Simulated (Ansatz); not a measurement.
# Σ9 (114) boundary in bcc Mo: structure and resistance, part 2 of 3

Wanted: what the Σ9 (114) boundary in bcc Mo costs an interconnect.

Ansatz 0.2.0; Ansatz plane-wave DFT, PBE, PAW files; relaxation of a bicrystal slab with its lowest layers held; PAW set soft_1 (the session's first sound run).

So far. Step 2 (Relaxing the bicrystal): The largest force component on a free atom ends at 0.018 eV/Å, under the tolerance of 0.03, after 9 steps.

## (3) Transmission across the boundary

Bulk layers of each grain are laid under and over the relaxed boundary, and a lead is named in the middle of each, away from the free faces. The mesh across the current, 16×16, is finer than the density's, because channels open and close sharply across the zone. Energies from -0.1 to 0.1 eV in steps of 0.05 eV are too few for the program's thermal sum, so it prints no conductance; for a metal the transmission near the Fermi level serves, at a fraction of the cost.

This step: Ansatz plane-wave DFT, PBE, PAW files; ballistic transport by layer matching (Landauer), zero bias; boundary relaxed in a short slab, bulk layers laid on; PAW set soft_1 (Ansatz 0.2.0).

System of this step: Σ9 (114) boundary in bcc Mo. The cell holds 56 atoms: 56 Mo. Cell: a = 5.219 Å, b = 4.451 Å, c = 49.189 Å, α = 90.0°, β = 90.0°, γ = 64.8°. It derives from Mo. Regions: lower grain, 23 atoms (23 Mo); boundary, 14 atoms (14 Mo); upper grain, 19 atoms (19 Mo). Vacuum lies along c.

File input.yaml:

```yaml
crystal:
  lattice:
    - [5.2187091076, 0.0, 0.0]
    - [1.8977124028, 4.0256559262, 0.0]
    - [0.0, 0.0, 49.1885608686]
  atoms:
    - { symbol: Mo, position: [-16.6666666671, 8.3333333335, 0.0813197201] }
    - { symbol: Mo, position: [-16.1111111115, 8.0555555557, 0.0963995476] }
    - { symbol: Mo, position: [-15.5555555559, 7.7777777779, 0.1114793751] }
    - { symbol: Mo, position: [-15.0000000004, 7.5000000002, 0.1265592026] }
    - { symbol: Mo, position: [-14.4444444448, 7.2222222224, 0.1416390301] }
    - { symbol: Mo, position: [-13.8888888892, 6.9444444446, 0.1567188576] }
    - { symbol: Mo, position: [-13.3333333337, 6.6666666668, 0.1717986851] }
    - { symbol: Mo, position: [-12.7777777781, 6.388888889, 0.1868785126] }
    - { symbol: Mo, position: [-12.2222222225, 6.1111111112, 0.2019583402] }
    - { symbol: Mo, position: [-11.666666667, 5.8333333335, 0.2170381677] }
    - { symbol: Mo, position: [-11.1111111114, 5.5555555557, 0.2321179952] }
    - { symbol: Mo, position: [-10.5555555558, 5.2777777779, 0.2471978227] }
    - { symbol: Mo, position: [-10.0000000003, 5.0000000001, 0.2622776502] }
    - { symbol: Mo, position: [-9.4444444447, 4.7222222223, 0.2773574777] }
    - { symbol: Mo, position: [-8.8888888891, 4.4444444445, 0.2924373052] }
    - { symbol: Mo, position: [-8.3333333335, 4.1666666668, 0.3075171328] }
    - { symbol: Mo, position: [-7.777777778, 3.888888889, 0.3225969603] }
    - { symbol: Mo, position: [-7.2222222224, 3.6111111112, 0.3376767878] }
    - { symbol: Mo, position: [-6.6666666668, 3.3333333334, 0.3527566153] }
    - { symbol: Mo, position: [-6.1111111113, 3.0555555556, 0.3678364428] }
    - { symbol: Mo, position: [-5.5555555557, 2.7777777778, 0.3829162703] }
    - { symbol: Mo, position: [-5.0000000001, 2.5000000001, 0.3979960978] }
    - { symbol: Mo, position: [-4.4444444446, 2.2222222223, 0.4130759253] }
    - { symbol: Mo, position: [0.111111111, 0.9444444445, 0.4281557529] }
    - { symbol: Mo, position: [0.6636600854, 0.6681699573, 0.4428689026] }
    - { symbol: Mo, position: [0.2218050735, 0.3890974632, 0.4587486805] }
    - { symbol: Mo, position: [0.7724620221, 0.1137689889, 0.4732686307] }
    - { symbol: Mo, position: [0.3421197573, 0.8289401213, 0.4888967097] }
    - { symbol: Mo, position: [0.8849241542, 0.5575379229, 0.5019704651] }
    - { symbol: Mo, position: [0.4397895606, 0.2801052197, 0.524833594] }
    - { symbol: Mo, position: [-0.0045811977, 0.0022905988, 0.5304140803] }
    - { symbol: Mo, position: [0.8604772948, 0.5697613526, 0.5578541147] }
    - { symbol: Mo, position: [0.3183212632, 0.8408393684, 0.572261326] }
    - { symbol: Mo, position: [0.747366863, 0.1263165685, 0.5864118538] }
    - { symbol: Mo, position: [0.1953277173, 0.4023361414, 0.6013889311] }
    - { symbol: Mo, position: [0.6341657789, 0.6829171106, 0.6167205657] }
    - { symbol: Mo, position: [0.0816921259, 0.959153937, 0.6321635572] }
    - { symbol: Mo, position: [-4.4738634296, 2.2369317148, 0.6472433847] }
    - { symbol: Mo, position: [-5.0294189852, 2.5147094926, 0.6623232122] }
    - { symbol: Mo, position: [-5.5849745408, 2.7924872704, 0.6774030397] }
    - { symbol: Mo, position: [-6.1405300963, 3.0702650482, 0.6924828672] }
    - { symbol: Mo, position: [-6.6960856519, 3.3480428259, 0.7075626948] }
    - { symbol: Mo, position: [-7.2516412075, 3.6258206037, 0.7226425223] }
    - { symbol: Mo, position: [-7.807196763, 3.9035983815, 0.7377223498] }
    - { symbol: Mo, position: [-8.3627523186, 4.1813761593, 0.7528021773] }
    - { symbol: Mo, position: [-8.9183078742, 4.4591539371, 0.7678820048] }
    - { symbol: Mo, position: [-9.4738634297, 4.7369317149, 0.7829618323] }
    - { symbol: Mo, position: [-10.0294189853, 5.0147094926, 0.7980416598] }
    - { symbol: Mo, position: [-10.5849745409, 5.2924872704, 0.8131214874] }
    - { symbol: Mo, position: [-11.1405300964, 5.5702650482, 0.8282013149] }
    - { symbol: Mo, position: [-11.696085652, 5.848042826, 0.8432811424] }
    - { symbol: Mo, position: [-12.2516412076, 6.1258206038, 0.8583609699] }
    - { symbol: Mo, position: [-12.8071967631, 6.4035983816, 0.8734407974] }
    - { symbol: Mo, position: [-13.3627523187, 6.6813761593, 0.8885206249] }
    - { symbol: Mo, position: [-13.9183078743, 6.9591539371, 0.9036004524] }
    - { symbol: Mo, position: [-14.4738634299, 7.2369317149, 0.9186802799] }
kpoints:
  mp_grid: { grid: [6, 6, 1] }
hamiltonian:
  xc: pbe
  pseudopotentials: { kind: paw, azcp: { folder: soft_1 } }
scf:
  occupations: { method: fermi_dirac, width: 0.1 }
output:
  transmission:
    leads: [[12, 13], [45, 46]]
    kmesh: [16, 16]
    e_range: [-0.1, 0.1]
    de: 0.05
  write_potential: true
  write_density: true
  volumetric_format: npy
  elf: true
```

Started as:

```bash
ansatz run input.yaml --threads 4 --pin off --max-ram 15360MiB --backend cpu --events-out ev --progress --plain --runs-dir out
```

Numbers of over 12 decimals in the logs are rounded to 6 here.

What it wrote:

```text
[...]
Crystal: 56 atoms, lattice volume = 1033.389 Å³
Basis set: ecut = 420 eV, 20257 PW (Γ)
Bands: 471, of which v1, the nominal top of the filled ones, is band 392 counted from 1 (391 counted from 0)
Symmetry: 2 space group operations
[...]
k-points: 13 of 36 (time reversal used)
[...]
SCF iter   1: F=—  HF=-277569.112195 eV  |F-HF|=—  |Δ(HF+E_count)|=         —  Δρ=1.00e-1  dr2=7.02e2  ethr=3.10e-3  ⟨swp⟩=6.0  Hψ=21290  notcnv=0
[...]
SCF iter  12: F=-277528.363860 eV  HF=-277528.363860 eV  |F-HF|=1.00e-8  |Δ(HF+E_count)|=   2.64e-8  Δρ=9.73e-7  dr2=2.22e-8  ethr=1.28e-11  ⟨swp⟩=17.5  Hψ=20913  notcnv=0
SCF 1 converged in 12 iterations: F = -277528.363860 eV  dr2 = 2.22e-8
[...]
transmission: 463 of 4599 steps passed
transmission: 920 of 4599 steps passed
[...]
transmission: 4599 of 4599 steps passed
WARN: The output density's exchange-correlation potential varies sharply where the density is thin. Do not read a vacuum level from v_tot or v_xc, or from such a field of the output density. On a cell that repeats whose density bears no net charge and no dipole along the vacuum's axis use v_es (v_loc + v_h of the components); under efield.dipole_correction with no amplitude use v_es + v_field, which holds any externa [...]
SCF converged after 12 iterations
Free energy (F): -277528.363860 eV
[...]
Internal energy: -277527.015144 eV  (E = F + TS)
E sigma→0 (E₀):  -277527.689502 eV
Entropy (-TS):   -1.348717 eV (-24.084 meV/atom)
Fermi energy:    17.275036 eV
[...]
--- Band table (eV; the first three rows and the last of 13) ---
  k-point 0: bands = [... 388 lower, 16.5660, 16.6265, 16.7958, 16.8797, 16.9346, 17.0934, 17.1054, 17.1605, ... 75 higher]
  k-point 1: bands = [... 388 lower, 16.7952, 16.8538, 16.9072, 16.9577, 17.0072, 17.0510, 17.0637, 17.0918, ... 75 higher]
  k-point 2: bands = [... 388 lower, 17.1724, 17.2132, 17.2545, 17.3025, 17.3806, 17.4148, 17.5067, 17.5485, ... 75 higher]
  k-point 12: bands = [... 388 lower, 17.6824, 17.7263, 17.7698, 17.9044, 17.9578, 18.0315, 18.0440, 18.0705, ... 75 higher]
--- Transmission ---
  basis      : 185 plane waves across, 63 finite elements along
  points     : 73, standing for a mesh of 16 x 16
  energies   : 5 from -0.100000 to 0.100000 eV about the Fermi level, 0.050000 eV apart; the leads are filled to 0.000000 eV, and channels, transmission and decay are at 0.000000 eV
  crystal 0  : Mo3, at the sites [12, 13], period 2.2253 Å, over 17.80 Å; its Hamiltonian steps by up to 23.9 meV
    offset         : up to 0.0000 Å between an atom of the period and one for which it stands
    channels       : 3.289062e0 a spin
    conductance    : none, the energies end too early or step too widely for 300 K: set another output.transmission.e_range or a lower de, or, where they end at an eighth of basis.ecutwfc, a higher one
[...]
channels       : 3.289062e0 a spin
[...]
junction   : crystal 0 to crystal 1, 12.86 to 36.24 Å
    transmission   : 1.614024e0 a spin
[...]
```

It took 17 min on 4 threads of Arm Neoverse V2, shared host; peak memory 11 GiB; 60 min of CPU time.

Numbers from this step:

| Property | Result |
| --- | --- |
| free energy | -277528.3639 eV |
| energy at zero smearing | -277527.6895 eV |
| Fermi energy | 17.28 eV |
| cell area | 21.01 Å² |
| transmission per spin nearest the Fermi level | 1.614 |
| open channels per spin nearest the Fermi level | 3.289 |
| open channels per spin, upper lead | 3.289 |
| step of the lead's potential | 23.9 meV |
| step of the upper lead's potential | 17.7 meV |

Per spin. Table of transmission, zone mean by energy, zero at the Fermi level:

```csv
energy (eV),"transmission, zone mean"
-0.1000,1.64
-0.0500,1.63
0.0000,1.61
0.0500,1.68
0.1000,1.74
```

Per spin. Table of open channels, zone mean by energy, zero at the Fermi level:

```csv
energy (eV),lead,upper lead
-0.1000,3.37,3.37
-0.0500,3.31,3.31
0.0000,3.29,3.29
0.0500,3.51,3.49
0.1000,3.59,3.59
```

Transmission over k1 and k2. At 0.0000 eV from the Fermi level.

Ten even steps from '_' (0.10) to '@' (2.77):
```
--****####****--++==++----++==++
%%@@%%++%%@@%%%%####==__==####%%
@@**++++**@@@@%%**++....++**%%@@
++======++==::==--__..__--==::==
--====--..--++==::____::==++--..
==--==**++**++**++..++**++**++**
++++##@@########====########@@##
--@@@@@@%%####**++**####%%@@@@@@
++##@@########====########@@##++
==**++**++**++..++**++**++**==--
--..--++==::____::==++--..--====
++==::==--__..__--==::==++======
@@@@%%**++....++**%%@@@@**++++**
%%%%####==__==####%%%%@@%%++%%@@
--++==++----++==++--****####****
##++**********++##++**********++
```
Columns: k1 (b1) from -0.5 to 0.438; rows upwards: k2 (b2) from -0.5 to 0.438.

Open channels over k1 and k2. At 0.0000 eV from the Fermi level.

Ten even steps from '_' (1.00) to '@' (6.00):
```
==************==**==**====**==**
%%@@%%==%%@@%%%%%%%%==::==%%%%%%
%%%%====%%%%%%%%====____====%%%%
==::**::====::::::______::::::==
::::::::========::____::========
::::::**====::**==::==**::====**
::::==**==******::::******==**==
::==**********==**==**********==
::==**==******::::******==**==::
::**====::**==::==**::====**::::
::========::____::========::::::
====::::::______::::::====::**::
%%%%%%====____====%%%%%%%%====%%
%%%%%%%%==::==%%%%%%%%@@%%==%%@@
==**==**====**==**==************
**==**********==**==**********==
```
Columns: k1 (b1) from -0.5 to 0.438; rows upwards: k2 (b2) from -0.5 to 0.438.

Electrostatic potential energy in the cb plane at fractional x = 0.304, with atoms of Mo within 0.2 Å of it. With pseudopotentials it is smooth inside the atoms' cores, unlike the true potential.

Ten even steps from '0' (-42 eV) to '9' (21 eV), each cell a mean:
```
22479985214798888999730005899988899999999999
00279984002688878999720004899887899999999999
21479985214788888999730005899888899999999999
55789987657899989999863347999998999999999999
88888888888999999988888788889999999999999999
99864358999999999866789998667899999999999999
99730016899888898621479986313799888999999999
99610005899877888510268985102688878899999999
99720016899888898621379986213789888999999999
99863258999998999865689998656899989999999999
88888788889999999988888888888999999999999999
66789998667899999999874358999999999999999999
```
Columns run along c (16.0 Å, from fractional 0.67 to 1.00 of the cell; values clipped at the 3rd and 97th percentile), rows up along b (4.5 Å). Atoms in or near the plane, at fractional coordinates: Mo at (0.71, 0.35), Mo at (0.84, 0.85).

ELF in the cb plane at fractional x = 0.304, with atoms of Mo within 0.2 Å of it. It is the smooth field of the valence electrons, not physical close to the nuclei.

Values, 7 rows by 16 columns, each cell a mean:
```
0.63 0.29 0.33 0.61 0.30 0.25 0.36 0.38 0.64 0.36 0.33 0.24 0.28 0.23 0.07 0.01
0.56 0.30 0.32 0.54 0.30 0.25 0.38 0.37 0.65 0.36 0.34 0.23 0.29 0.23 0.07 0.01
0.26 0.29 0.29 0.25 0.37 0.34 0.33 0.29 0.34 0.29 0.32 0.35 0.33 0.21 0.06 0.00
0.37 0.54 0.45 0.40 0.28 0.30 0.33 0.37 0.33 0.38 0.33 0.33 0.19 0.10 0.03 0.00
0.33 0.58 0.52 0.35 0.27 0.27 0.52 0.50 0.27 0.52 0.51 0.30 0.21 0.06 0.03 0.00
0.36 0.48 0.41 0.39 0.30 0.33 0.29 0.33 0.33 0.33 0.29 0.35 0.21 0.12 0.04 0.00
0.26 0.30 0.29 0.26 0.36 0.32 0.37 0.31 0.40 0.30 0.35 0.32 0.34 0.22 0.06 0.00
```
Columns run along c (16.0 Å, from fractional 0.67 to 1.00 of the cell), rows up along b (4.5 Å). Atoms in or near the plane, at fractional coordinates: Mo at (0.71, 0.35), Mo at (0.84, 0.85).

Valence density in the cb plane at fractional x = 0.304, with atoms of Mo within 0.2 Å of it. It is the smooth field of the valence electrons, not physical close to the nuclei.

Values in e/Å³, 7 rows by 16 columns, each cell a mean:
```
2.9 0.4 0.9 2.9 0.5 0.5 0.3 1.1 5.5 1.0 0.3 0.4 0.1 0.0 0.0 0.0
2.5 0.4 0.7 2.3 0.4 0.4 0.3 1.0 4.8 0.9 0.3 0.4 0.1 0.0 0.0 0.0
0.5 0.4 0.4 0.4 0.3 0.3 0.3 0.4 0.8 0.4 0.3 0.3 0.1 0.0 0.0 0.0
0.3 2.6 1.8 0.3 0.3 0.3 1.0 1.1 0.3 1.2 1.0 0.3 0.2 0.0 0.0 0.0
0.3 4.8 3.4 0.3 0.5 0.4 2.2 2.3 0.3 2.4 2.0 0.4 0.3 0.0 0.0 0.0
0.3 1.9 1.3 0.3 0.3 0.3 0.8 0.9 0.3 0.9 0.7 0.3 0.2 0.0 0.0 0.0
0.6 0.4 0.4 0.6 0.3 0.3 0.3 0.4 1.2 0.4 0.3 0.3 0.1 0.0 0.0 0.0
```
Columns run along c (16.0 Å, from fractional 0.67 to 1.00 of the cell), rows up along b (4.5 Å). Atoms in or near the plane, at fractional coordinates: Mo at (0.71, 0.35), Mo at (0.84, 0.85).

Over the solved energies the transmission per spin lies between 1.61 and 1.74, out of 3.41 channels of the lead on average (up to 3.59).

## (4) Specific resistance

This step: Ansatz plane-wave DFT, PBE, PAW files; ballistic transport by layer matching (Landauer), zero bias; specific resistance of the boundary; PAW set soft_1 (Ansatz 0.2.0).

Numbers from this step:

```yaml
area_resistance: 0.8397 fΩ m²
t_over_the_leads_mean_channel_count: 0.4863
```

Averaged over the energies near the Fermi level, 48.6 % of the channels pass, which makes 0.840 fΩ m².

By hand, with T and the leads' channels N averaged over the energies near the Fermi level: RA = A (h/2e²)(1/T − ½[1/N₁ + 1/N₂]) = 21.01×10⁻²⁰ m² × 12 906 Ω × (1/1.659 − ½[1/3.413 + 1/3.409]) = 0.840 fΩ m².

(Continued in part 3 of 3.)

[Logs are printed without paths, hosts, clocks, repeated set-up lines and the standing remarks that a program may print on its own settings, such as how far it seeks lower states.]

[Hosts, paths, dates, database ids (printed as entryN), source tags and the programs' standing remarks are cut or masked in the printed files.]
